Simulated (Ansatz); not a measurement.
## TiSi2 (Cmcm): zone-centre modes under pressure

Aim: how do the optical modes of TiSi2 (Cmcm) move with volume?

Calculated with Ansatz 0.2.0; DFT LDA, scalar-relativistic, plane waves, PAW; PAW set soft_1.

Most raw output is cut from this account.

## 1. The structure

Symmetry: Cmcm, No. 63, orthorhombic system. The conventional cell has a = 3.530 Å, b = 13.519 Å, c = 3.565 Å, α = 90.00°, β = 90.00°, γ = 90.00°. Si has 2 Si at 2.38 Å and 6 Ti at 2.58 to 2.81 Å nearest. Nearest to Si lie 4 Si at 2.51 Å and 4 Ti at 2.66 to 2.67 Å. Nearest to Ti lie 10 Si at 2.58 to 2.81 Å. Farther neighbours are not listed.

## 2. Relaxation

Harmonic phonons are second derivatives at a point where the forces vanish, and they are wanted at zero stress, so atoms and cell are relaxed first.

input.yaml reads:

```yaml
crystal:
  lattice:
    - [1.765105025, -6.759281535, 0.0]
    - [1.765105025, 6.759281535, 0.0]
    - [0.0, 0.0, 3.56517397]
  atoms:
    - { symbol: Si, position: [0.55825145, 0.44174855, 0.75] }
    - { symbol: Si, position: [0.44174855, 0.55825145, 0.25] }
    - { symbol: Si, position: [0.24968518, 0.75031482, 0.75] }
    - { symbol: Si, position: [0.75031482, 0.24968518, 0.25] }
    - { symbol: Ti, position: [0.89688192, 0.10311808, 0.75] }
    - { symbol: Ti, position: [0.10311808, 0.89688192, 0.25] }
kpoints:
  mp_grid: { grid: [10, 10, 10] }
hamiltonian:
  xc: lda
  pseudopotentials: { kind: paw, azcp: { folder: soft_1 }, xc_functional: pbe }
scf:
  occupations: { method: gaussian, width: 0.1 }
output:
  forces: true
  stress: true
  eigenvalues: true
relax:
  adjacent_minimum: "off"
  f_tol: 0.005
  max_steps: 80
  cell: { stress_tol: 0.05 }
```

On the command line:

```console
$ ansatz run input.yaml --threads 4 --pin off --max-ram 16384MiB --backend cpu --events-out ev --progress --plain --runs-dir out
```

Wall time 27 s (4 threads of Intel Xeon Platinum 8259CL at 2.50GHz (Skylake/Cascade Lake), shared host); peak memory 0.7 GiB; 1.7 min of CPU time.

The steps of the relaxation:

```
step  energy less that of the first step (eV)  largest force component (eV/Å)  pressure (GPa)  volume (Å³)
   1                                   0.0000                          0.0961           -5.40        85.07
   2                                  -0.0596                          0.0394            0.30        81.36
   3                                  -0.0618                          0.0125           -0.01        81.65
   4                                  -0.0618                          0.0017            0.00        81.63
  5*                                  -0.0614                          0.0018            0.00        81.63
```

Relaxation steps marked * repeat the geometry before them on a plane-wave basis chosen anew for their cell, so energy and pressure can jump there.

Forces are held to the 8 operations that the run works with; a distortion that breaks them can't arise in this run.

```
conventional cell, symmetrised  before   after  change
                         a (Å)   3.530   3.487  -1.2 %
                         b (Å)  13.519  13.261  -1.9 %
                         c (Å)   3.565   3.531  -1.0 %
              volume (Å³/atom)   14.18   13.61  -4.0 %
```

The atoms that moved most (Å, as changes of fractional coordinates times the final cell):

```
atom     dx      dy     dz  length
 Si2  0.000   0.020  0.000   0.020
 Si1  0.000  -0.020  0.000   0.020
 Ti6  0.000   0.008  0.000   0.008
 Ti5  0.000  -0.008  0.000   0.008
```

Final coordinates:

```xyz
6
Lattice="1.7436 -6.6303 0.0000 1.7436 6.6303 0.0000 0.0000 0.0000 3.5306" Properties=species:S:1:pos:R:3 pbc="T T T"
Si    1.7436   -0.7926    2.6479
Si    1.7436    0.7926    0.8826
Si    1.7436    3.3195    2.6479
Si    1.7436   -3.3195    0.8826
Ti    1.7436   -5.2707    2.6479
Ti    1.7436    5.2707    0.8826
```

Numbers from this step:

* pressure: 0.002726 GPa
* volume per atom: 13.61 Å³
* gap on the k-mesh: 0 eV

In this step the volume went from 14.18 to 13.61 Å³/atom.

## 3. Tight relaxation

Phonons need small forces and stress, so the relaxation is finished with tight tolerances on 12×12×12 k points.

input.yaml reads:

```yaml
crystal:
  lattice:
    - [1.743637189, -6.6302782555, 0.0]
    - [1.743637189, 6.6302782555, 0.0]
    - [0.0, 0.0, 3.5305754655]
  atoms:
    - { symbol: Si, position: [0.5597723297, 0.4402276703, 0.75] }
    - { symbol: Si, position: [0.4402276703, 0.5597723297, 0.25] }
    - { symbol: Si, position: [0.2496696167, 0.7503303833, 0.75] }
    - { symbol: Si, position: [0.7503303833, 0.2496696167, 0.25] }
    - { symbol: Ti, position: [0.8974726626, 0.1025273374, 0.75] }
    - { symbol: Ti, position: [0.1025273374, 0.8974726626, 0.25] }
kpoints:
  mp_grid: { grid: [12, 12, 12] }
hamiltonian:
  xc: lda
  pseudopotentials: { kind: paw, azcp: { folder: soft_1 }, xc_functional: pbe }
scf:
  occupations: { method: methfessel_paxton, width: 0.2 }
output:
  forces: true
  stress: true
  eigenvalues: true
  write_density: true
  write_potential: true
  elf: true
  volumetric_format: npy
relax:
  adjacent_minimum: "off"
  f_tol: 0.001
  max_steps: 60
  cell: { stress_tol: 0.01 }
```

Run time: 48 s. Hardware: 4 threads; peak memory 0.86 GiB; 3.1 min of CPU time.

Little changed from the start: no atom moved by 0.005 Å and no cell edge by 0.1 %.

Numbers from this step:

```yaml
pressure: -0.001195 GPa
volume_per_atom: 13.60 Å³
```

ELF in the bc plane of the conventional cell at fractional x = 0.500, with atoms of Si and Ti within 0.2 Å of it. It is the smooth field of the valence electrons, not physical close to the nuclei.

Ten even steps from '0' (0.08) to '9' (0.71), each cell a mean:
```
9988767755897200122026863367532489778
6654469844599633342059995133200376544
6654469844599633342059995123100376544
9888667755797200122026873366422489768
9999964457973233102200112798666579999
7557862124532799711321126985469756778
4355751002313889821343358965569853456
7456862124522799711332137985469755678
9999964457862244202200003798666579999
```
Columns run along b (13.3 Å), rows up along c (3.5 Å), edges of the conventional cell, whose origin can differ from the input's. Atoms in or near the plane, at fractional coordinates: Si at (0.94, 0.75), Si at (0.06, 0.25), Si at (0.25, 0.75), Si at (0.75, 0.25), Ti at (0.60, 0.75), Ti at (0.40, 0.25).

Valence density in the bc plane of the conventional cell at fractional x = 0.500, with atoms of Si and Ti within 0.2 Å of it. It is the smooth field of the valence electrons, not physical close to the nuclei.

Ten steps, logarithmic in the rise over the least value, from '0' (0 e/Å³) to '9' (10 e/Å³), each cell a mean:
```
3222111222222111100136764222110122223
2211112211222111100258996211000122112
2211112210122111100259996211000122112
3222111222222111100136764222110122223
3332211122222355310012322222221112223
2222210011123788631011111222122111122
2101210001114899731011112220122111112
2212210001123798631011111221122111122
3322211122222455310012222222221112223
```
Columns run along b (13.3 Å), rows up along c (3.5 Å), edges of the conventional cell, whose origin can differ from the input's. Atoms in or near the plane, at fractional coordinates: Si at (0.94, 0.75), Si at (0.06, 0.25), Si at (0.25, 0.75), Si at (0.75, 0.25), Ti at (0.60, 0.75), Ti at (0.40, 0.25).

Electrostatic potential energy in the bc plane of the conventional cell at fractional x = 0.500, with atoms of Si and Ti within 0.2 Å of it. With pseudopotentials it is smooth inside the atoms' cores, unlike the true potential.

Ten even steps from '0' (-28 eV) to '9' (15 eV), each cell a mean:
```
7889999621268988999962125898899984214
6999998325238999999830002799999961441
6999998326238999999830002799999961451
7899999621268988999852125899999984114
7546899977788644689987678874579998778
4121589999996100269999999721127999998
2382389999985000059999999616616999998
4121589999996100269999999722227999998
7545899987888533689997678864469998878
```
Columns run along b (13.3 Å; values clipped at the 3rd and 97th percentile), rows up along c (3.5 Å), edges of the conventional cell, whose origin can differ from the input's. Atoms in or near the plane, at fractional coordinates: Si at (0.94, 0.75), Si at (0.06, 0.25), Si at (0.25, 0.75), Si at (0.75, 0.25), Ti at (0.60, 0.75), Ti at (0.40, 0.25).

The largest force component left is 0.45 meV/Å and the pressure is -0.001 GPa, within the tolerances set. The cell now holds 13.60 Å³/atom.

## 4. Modes at rest

The force constants come from the linear response of the density to a displacement.

The modes at rest are the reference of the series.

input.yaml, the sections that differ from step 3:

```yaml
crystal:
  lattice:
    - [1.7429679437, -6.6293940177, 0.0]
    - [1.7429679437, 6.6293940177, 0.0]
    - [0.0, 0.0, 3.531529181]
  atoms:
    - { symbol: Si, position: [0.5598401744, 0.4401598256, 0.75] }
    - { symbol: Si, position: [0.4401598256, 0.5598401744, 0.25] }
    - { symbol: Si, position: [0.2495941797, 0.7504058203, 0.75] }
    - { symbol: Si, position: [0.7504058203, 0.2495941797, 0.25] }
    - { symbol: Ti, position: [0.8975002789, 0.1024997211, 0.75] }
    - { symbol: Ti, position: [0.1024997211, 0.8975002789, 0.25] }
output:
  eigenvalues: true
phonons:
  method: dfpt
# kpoints, hamiltonian, scf: as in step 3
# relax: removed
```

The job ended after 3.1 min (4 threads; peak memory 2.4 GiB; 12 min of CPU time).

Numbers from this step:

* sum-rule residual before enforcement: 2.45e-5 eV/Å²
* point group: mmm
* highest optical mode at the zone centre (no LO-TO term): 472.9 cm⁻¹
* lowest optical zone-centre mode: 200.6 cm⁻¹

Patterns of degenerate modes are one choice out of their space. Modes at Γ, with each element's share of the kinetic energy:

```
mode  frequency (cm⁻¹)      symmetry  Si %  Ti %
   1               0.0      acoustic    54    46
   2               0.0      acoustic    54    46
   3               0.0      acoustic    54    46
   4             200.6           B1g    42    58
   5             205.7           B1u    90    10
   6             206.5           B3u    90    10
   7             235.1           B2u    78    22
   8             239.2           B3g    14    86
   9             276.5            Ag   100     0
  10             319.5            Ag     1    99
  11             354.7  not assigned    99     1
  12             354.7  not assigned    68    32
  13             357.8           B1g    82    18
  14             365.7           B3g    99     1
  15             366.7           B1g    76    24
  16             384.3           B1u    56    44
  17             402.5           B3u    56    44
  18             472.9           B3g    87    13
```

Displacements in mode 4 (200.6 cm⁻¹), the largest set to 1:
```
Si1 -1.00  0.00  0.00
Si2  1.00  0.00  0.00
Si3  0.12  0.00  0.00
Si4 -0.12  0.00  0.00
Ti5  0.91  0.00  0.00
Ti6 -0.91  0.00  0.00
```

Displacements in mode 17 (402.5 cm⁻¹), the largest set to 1:
```
Si1  1.00  0.00  0.00
Si2  1.00  0.00  0.00
Si3  0.18  0.00  0.00
Si4  0.18  0.00  0.00
Ti5 -0.69  0.00  0.00
Ti6 -0.69  0.00  0.00
```

Before it was imposed, the acoustic sum rule was missed by 2.4e-5 eV/Å². Small misses are needed for a sound result but don't prove that mesh and cutoff are converged. The lowest optical mode is real, 201 cm⁻¹.

## 5. Relaxation of a member: 1.06 times the volume at rest

The cell is set to 1.06 times the volume at rest, and shape and atoms relax at that volume.

input.yaml, the sections that differ from step 4:

```yaml
crystal:
  lattice:
    - [1.7728849214, -6.8022455952, 0.0]
    - [1.7728849214, 6.8022455952, 0.0]
    - [0.0, 0.0, 3.5867329445]
  atoms:
    - { symbol: Si, position: [0.5588643565, 0.4411356435, 0.75] }
    - { symbol: Si, position: [0.4411356435, 0.5588643565, 0.25] }
    - { symbol: Si, position: [0.2497343698, 0.7502656302, 0.75] }
    - { symbol: Si, position: [0.7502656302, 0.2497343698, 0.25] }
    - { symbol: Ti, position: [0.8966630858, 0.1033369142, 0.75] }
    - { symbol: Ti, position: [0.1033369142, 0.8966630858, 0.25] }
output:
  forces: true
  stress: true
  eigenvalues: true
relax:
  adjacent_minimum: "off"
  f_tol: 0.001
  max_steps: 60
  cell: { stress_tol: 0.01, fix: [volume] }
# kpoints, hamiltonian, scf: as in step 4
# phonons: removed
```

It took 73 s on 4 threads; peak memory 0.87 GiB.

Step by step:

```
step  energy less that of the first step (eV)  largest force component (eV/Å)  pressure (GPa)  volume (Å³)
   1                                   0.0000                          0.0534           -7.61        86.51
   2                                  -0.0010                          0.0316           -7.38        86.51
   3                                  -0.0011                          0.0148           -7.39        86.51
   4                                  -0.0011                          0.0106           -7.38        86.51
   5                                  -0.0012                          0.0032           -7.38        86.51
   6                                  -0.0012                          0.0007           -7.38        86.51
   7                                  -0.0012                          0.0000           -7.38        86.51
  8*                                  -0.0012                          0.0000           -7.38        86.51
```

Relaxation steps marked * repeat the geometry before them on a plane-wave basis chosen anew for their cell, so energy and pressure can jump there. Relaxation step 4 was tried and not accepted.

Forces are held to the 8 operations that the run works with; a distortion that breaks them can't arise in this run.

```
conventional cell, symmetrised  before   after  change
                         a (Å)   3.546   3.542  -0.1 %
                         b (Å)  13.604  13.648  +0.3 %
                         c (Å)   3.587   3.579  -0.2 %
              volume (Å³/atom)   14.42   14.42  +0.0 %
```

The relaxed structure:

```cif
data_structure
_symmetry_space_group_name_H-M 'P 1'
_symmetry_Int_Tables_number 1
_cell_length_a 7.0499
_cell_length_b 7.0499
_cell_length_c 3.5794
_cell_angle_alpha 90.000
_cell_angle_beta 90.000
_cell_angle_gamma 150.904
_cell_volume 86.51
loop_
_atom_site_label
_atom_site_type_symbol
_atom_site_fract_x
_atom_site_fract_y
_atom_site_fract_z
_atom_site_occupancy
Si1 Si 0.55841 0.44159 0.75000 1
Si2 Si 0.44159 0.55841 0.25000 1
Si3 Si 0.24980 0.75020 0.75000 1
Si4 Si 0.75020 0.24980 0.25000 1
Ti5 Ti 0.89623 0.10377 0.75000 1
Ti6 Ti 0.10377 0.89623 0.25000 1
```

Numbers from this step:

```
pressure        : -7.382 GPa
volume per atom : 14.42 Å³
```

The largest force component left is 0.027 meV/Å, at a pressure of -7.38 GPa.

## 6. Modes of this member: 1.06 times the volume at rest

The zone-centre modes follow for 1.06 times the volume at rest.

input.yaml, the sections that differ from step 5:

```yaml
crystal:
  lattice:
    - [1.7708790844, -6.8238797552, 0.0]
    - [1.7708790844, 6.8238797552, 0.0]
    - [0.0, 0.0, 3.5794114434]
  atoms:
    - { symbol: Si, position: [0.5584058488, 0.4415941512, 0.75] }
    - { symbol: Si, position: [0.4415941512, 0.5584058488, 0.25] }
    - { symbol: Si, position: [0.2497994336, 0.7502005664, 0.75] }
    - { symbol: Si, position: [0.7502005664, 0.2497994336, 0.25] }
    - { symbol: Ti, position: [0.8962268939, 0.1037731061, 0.75] }
    - { symbol: Ti, position: [0.1037731061, 0.8962268939, 0.25] }
output:
  eigenvalues: true
phonons:
  method: dfpt
# kpoints, hamiltonian, scf: as in step 5
# relax: removed
```

It took 2.7 min on 4 threads; peak memory 2.5 GiB.

This step gave:

* sum-rule residual before enforcement: 1.45e-5 eV/Å²
* highest optical mode at the zone centre (no LO-TO term): 442.2 cm⁻¹
* lowest optical zone-centre mode: 180.6 cm⁻¹

Patterns of degenerate modes are one choice out of their space. The modes at Γ (shares of kinetic energy by element, %):

```
mode  frequency (cm⁻¹)  symmetry  Si %  Ti %
   1               0.0  acoustic    54    46
   2               0.0  acoustic    54    46
   3               0.0  acoustic    54    46
   4             180.6       B1g    40    60
   5             190.1       B3u    90    10
   6             190.3       B1u    91     9
   7             215.6       B2u    78    22
   8             216.6       B3g    11    89
   9             258.5        Ag   100     0
  10             287.0        Ag     0   100
  11             323.3       B2u    68    32
  12             324.9       B1g    99     1
  13             329.0       B3g   100     0
  14             330.9       B1g    61    39
  15             332.6        Ag   100     0
  16             351.2       B1u    55    45
  17             361.2       B3u    56    44
  18             442.2       B3g    89    11
```

The lowest optical mode is real, 181 cm⁻¹, and the highest lies at 442.2 cm⁻¹.

Between step 4 and this run (volume ratio 1.06) the value for the highest optical mode at the zone centre (no LO-TO term) moves from 473 cm⁻¹ to 442 cm⁻¹ (-6 %).

## 7. A member of the series: 0.9 times the volume at rest

The cell is set to 0.9 times the volume at rest, and shape and atoms relax at that volume.

input.yaml, the sections that differ from step 6:

```yaml
crystal:
  lattice:
    - [1.6913820707, -6.3255084446, 0.0]
    - [1.6913820707, 6.3255084446, 0.0]
    - [0.0, 0.0, 3.4326646527]
  atoms:
    - { symbol: Si, position: [0.5619568762, 0.4380431238, 0.75] }
    - { symbol: Si, position: [0.4380431238, 0.5619568762, 0.25] }
    - { symbol: Si, position: [0.249342698, 0.750657302, 0.75] }
    - { symbol: Si, position: [0.750657302, 0.249342698, 0.25] }
    - { symbol: Ti, position: [0.8990378636, 0.1009621364, 0.75] }
    - { symbol: Ti, position: [0.1009621364, 0.8990378636, 0.25] }
output:
  forces: true
  stress: true
  eigenvalues: true
relax:
  adjacent_minimum: "off"
  f_tol: 0.001
  max_steps: 60
  cell: { stress_tol: 0.01, fix: [volume] }
# kpoints, hamiltonian, scf: as in step 6
# phonons: removed
```

The job ended after 43 s (4 threads; peak memory 0.81 GiB).

Relaxation path:

```
step  energy less that of the first step (eV)  largest force component (eV/Å)  pressure (GPa)  volume (Å³)
   1                                   0.0000                          0.0847           19.25        73.45
   2                                  -0.0012                          0.0544           19.03        73.45
   3                                  -0.0013                          0.0196           18.99        73.45
   4                                  -0.0014                          0.0009           18.98        73.45
   5                                  -0.0014                          0.0002           18.98        73.45
  6*                                  -0.0014                          0.0002           18.98        73.45
```

Relaxation steps marked * repeat the geometry before them on a plane-wave basis chosen anew for their cell, so energy and pressure can jump there.

The run keeps the 8 symmetry operations that it works with, so distortions that break them were not tested.

```
conventional cell, symmetrised  before   after  change
                         a (Å)   3.383   3.387  +0.1 %
                         b (Å)  12.651  12.617  -0.3 %
                         c (Å)   3.433   3.437  +0.1 %
              volume (Å³/atom)   12.24   12.24  +0.0 %
```

This step gave:

```yaml
pressure: 18.98 GPa
volume_per_atom: 12.24 Å³
```

The largest force component left is 0.21 meV/Å, at a pressure of 18.98 GPa.

[end of part 1 of 2]

[Logs are printed without paths, hosts, clocks, repeated set-up lines and the standing remarks that a program may print on its own settings, such as how far it seeks lower states.]

[Hosts, paths, dates, database ids (printed as entryN), source tags and the programs' standing remarks are cut or masked in the printed files.]
